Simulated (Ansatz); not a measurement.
# Band gap of LiNbO3 (R3c) from density functionals to GW, part 2 of 2

Wanted: a ladder of band gaps for LiNbO3 (R3c), from density functionals to G0W0.

Ansatz 0.2.0; density functionals, hybrids and G0W0, plane waves, PAW. Known limits of the many-body steps: finite bands, screening cutoff and k mesh; no spin-orbit coupling in G0W0.

So far. Step 7 (G0W0@HSE06, 4×4×4 mesh, 631 empty bands, screening to …): Over all 13 irreducible mesh points the G0W0 gap is 5.669 eV, from k = Γ to k = (0.000, 0.250, -0.500). The HSE06 gap of this run on the mesh is 5.062 eV. The two states that bound the G0W0 gap lie that far apart at the start, so the correction of the gap is 5.669 − 5.062 = +0.607 eV.

In doubt: masses and optical values from hybrid runs of this build are listed as unsure (steps 7, 8), which bears on the screening that GW takes from such a start.

### 9. The ladder

Each gap is the least one over the points named; times are wall times on shared hosts, not benchmarks. A G0W0 time includes the run's own self-consistent start. Runs with listed points see these and the mesh alone, so an edge that moves elsewhere is missed. Rows marked * are further runs, not shown as steps, whose inputs differ from the G0W0 step on the same start in the columns given; solver thresholds can differ too.

```csv
level,mesh,"files, cutoff","bands summed, screening",points,gap (eV),valence top,conduction bottom,least direct gap (eV),time
PBE,6×6×6,"soft_1 PAW, 420 eV",-,mesh and path,3.585,"(-0.150, -0.150, -0.150)","(-0.381, 0.000, -0.619)",3.621,6.2 s
PBE+SOC,6×6×6,"soft_1 PAW, 420 eV",-,mesh and listed points,3.544,"(-0.150, -0.150, -0.150)","(-0.381, 0.000, -0.619)",3.596,14 s
HSE06,4×4×4,"soft_1 PAW, 420 eV",-,mesh and listed points,5.033,"(-0.150, -0.150, -0.150)","(-0.381, 0.000, -0.619)",5.067,23 s
HSE06+SOC,4×4×4,"soft_1 PAW, 420 eV",-,mesh and listed points,4.988,"(-0.150, -0.150, -0.150)","(-0.381, 0.000, -0.619)",5.042,79 s
G0W0@PBE*,4×4×4,"hard PAW, 930 eV","312, 110 eV",all 13 irreducible mesh points,5.126,Γ,"(0.000, 0.250, -0.500)",5.131,37 s
G0W0@PBE*,4×4×4,"hard PAW, 930 eV","665, 190 eV",all 13 irreducible mesh points,5.175,Γ,"(0.000, 0.250, -0.500)",5.177,62 s
G0W0@PBE*,4×4×4,"hard PAW, 930 eV","1104, 270 eV",all 13 irreducible mesh points,5.215,Γ,"(0.000, 0.250, -0.500)",5.216,1.9 min
G0W0@PBE,4×4×4,"hard PAW, 930 eV","1821, 380 eV",all 13 irreducible mesh points,5.241,Γ,"(0.000, 0.250, -0.500)",5.241,4.5 min
G0W0@PBE*,6×6×6,"hard PAW, 930 eV","312, 110 eV",all 32 irreducible mesh points,5.117,"(0.167, 0.167, 0.167)","(0.000, 0.333, -0.500)",5.130,3.4 min
G0W0@HSE06,4×4×4,"hard PAW, 930 eV","665, 190 eV",all 13 irreducible mesh points,5.669,Γ,"(0.000, 0.250, -0.500)",5.673,4 min
G0W0@PBE0,4×4×4,"hard PAW, 930 eV","665, 190 eV",all 13 irreducible mesh points,5.911,Γ,"(0.000, 0.250, -0.500)",5.915,4.5 min
```

### 10. What came out

```
PBE, over mesh and path                                           : 3.585 eV
PBE+SOC, over mesh and listed points                              : 3.544 eV
HSE06, over mesh and listed points                                : 5.033 eV
HSE06+SOC, over mesh and listed points                            : 4.988 eV
G0W0@PBE (1821 bands, 4×4×4), over all 13 irreducible mesh points : 5.241 eV
G0W0@HSE06, over all 13 irreducible mesh points                   : 5.669 eV
G0W0@PBE0, over all 13 irreducible mesh points                    : 5.911 eV
known limits                                                      : finite bands, screening cutoff and k mesh; no spin-orbit coupling in G0W0
```

What this shows: The rows run from 3.544 eV (PBE+SOC) to 5.911 eV (G0W0@PBE0). They differ in mesh, files, plane-wave cutoff, bands and screening cutoff of G0W0 and the points over which the gap was sought as well as in level, so only pairs that share these are like for like. PBE+SOC against PBE: 3.544 − 3.585 = −0.041 eV, with the same mesh, set of files (read in its fully relativistic form for the spin-orbit run) and cutoff, and both edges at the same k points. The spin-orbit run sees mesh and listed points alone, so its gap is an upper bound: the coupling can move an edge off these points, the more so as this crystal has no centre of inversion, and the change over the zone, its sign included where it is small, is not known. HSE06+SOC against HSE06: 4.988 − 5.033 = −0.045 eV, with the same mesh, set of files (read in its fully relativistic form for the spin-orbit run) and cutoff, and both edges at the same k points. The spin-orbit run sees mesh and listed points alone, so its gap is an upper bound: the coupling can move an edge off these points, the more so as this crystal has no centre of inversion, and the change over the zone, its sign included where it is small, is not known. G0W0@HSE06 against G0W0@PBE with 665 bands: 5.669 − 5.175 = +0.494 eV, with the same mesh, files and cutoffs, and both edges at the same k points. G0W0@PBE0 against G0W0@HSE06 with 665 bands: 5.911 − 5.669 = +0.242 eV, with the same mesh, files and cutoffs, and both edges at the same k points. G0W0@PBE (1821 bands, 4×4×4) moves the gap of its own start on the mesh by 5.241 − 3.614 = +1.627 eV, with other states at the edges (they lie 3.618 eV apart at the start). Over mesh and path, PBE puts the valence top at k = (-0.150, -0.150, -0.150) and conduction bottom at k = (-0.381, 0.000, -0.619), where no G0W0 correction was computed. The G0W0 gap over the whole zone is therefore not known from this run; at its settings it can only be equal to or under the 5.241 eV found, and no correction is carried over from another point. For the start itself the gap is 3.585 eV over mesh and path and 3.614 eV on the mesh of the G0W0 run, in runs that differ in mesh (6×6×6 and 4×4×4), files (soft_1 PAW and hard PAW) and plane-wave cutoff (420 eV and 930 eV). G0W0@HSE06 moves the gap of its own start on the mesh by 5.669 − 5.062 = +0.607 eV, between the same two levels. Over mesh and listed points, HSE06 puts the valence top at k = (-0.150, -0.150, -0.150) and conduction bottom at k = (-0.381, 0.000, -0.619), where no G0W0 correction was computed. The G0W0 gap over the whole zone is therefore not known from this run; at its settings it can only be equal to or under the 5.669 eV found, and no correction is carried over from another point. For the start itself the gap is 5.033 eV over mesh and listed points and 5.062 eV on the mesh of the G0W0 run, in runs that differ in files (soft_1 PAW and hard PAW) and plane-wave cutoff (420 eV and 930 eV). G0W0@PBE0 moves the gap of its own start on the mesh by 5.911 − 5.821 = +0.090 eV, between the same two levels. No PBE0 run over points off the mesh is shown, so for G0W0@PBE0 the gap over the whole zone is not known. What spin-orbit coupling does to the G0W0 levels was not computed, so no sum with the G0W0 gap is formed. For G0W0@PBE: from 312 bands and 110 eV to 1821 bands and 380 eV the gap moves by 5.241 − 5.126 = +0.115 eV (rung by rung 5.126, 5.175, 5.215, 5.241 eV); bands and screening cutoff rise together, so their parts are not told apart. The states that bound the gap change along the series, so no limit is drawn and it is not known. The other G0W0 rows are shown at one basis each (665 bands), so their distance from the limit is not known here. With the 6×6×6 mesh in place of the 4×4×4 mesh and all else as in the G0W0@PBE row with 312 bands, the gap differs by 5.117 − 5.126 = −0.009 eV, and that of the start by 3.605 − 3.614 = −0.009 eV; an edge lies at another k point, so this need not be the shift of one pair of states. The G0W0 runs are scalar-relativistic. G0W0 is shown with one set of atomic data (hard PAW), so the error from the files is not known here.

[Paths, hosts, dates, memory and timing lines, banners, echoed tables and standing remarks are left out of the program output.]

[Logs are printed without paths, hosts, clocks, repeated set-up lines and the standing remarks that a program may print on its own settings, such as how far it seeks lower states.]

[Runs of the session that timed out or met a known fault of the program may be left out.]

[Cells called generated may have been cut or substituted from an entry of the Crystallography Open Database or the Materials Project.]

[Hosts, paths, dates, database ids (printed as entryN), source tags and the programs' standing remarks are cut or masked in the printed files.]

[Where an RPA ε∞ is given, it is that of the G0W0 mesh and is not shown converged in it. Names of k-points follow the symmetry that the program found, which can be lower than the space group named. Band edges on a path are those of the sampled points; other points can move an edge, and change direct to indirect where valleys lie close.]

[Hybrid gaps are those of their k-mesh and are not shown converged in it.]
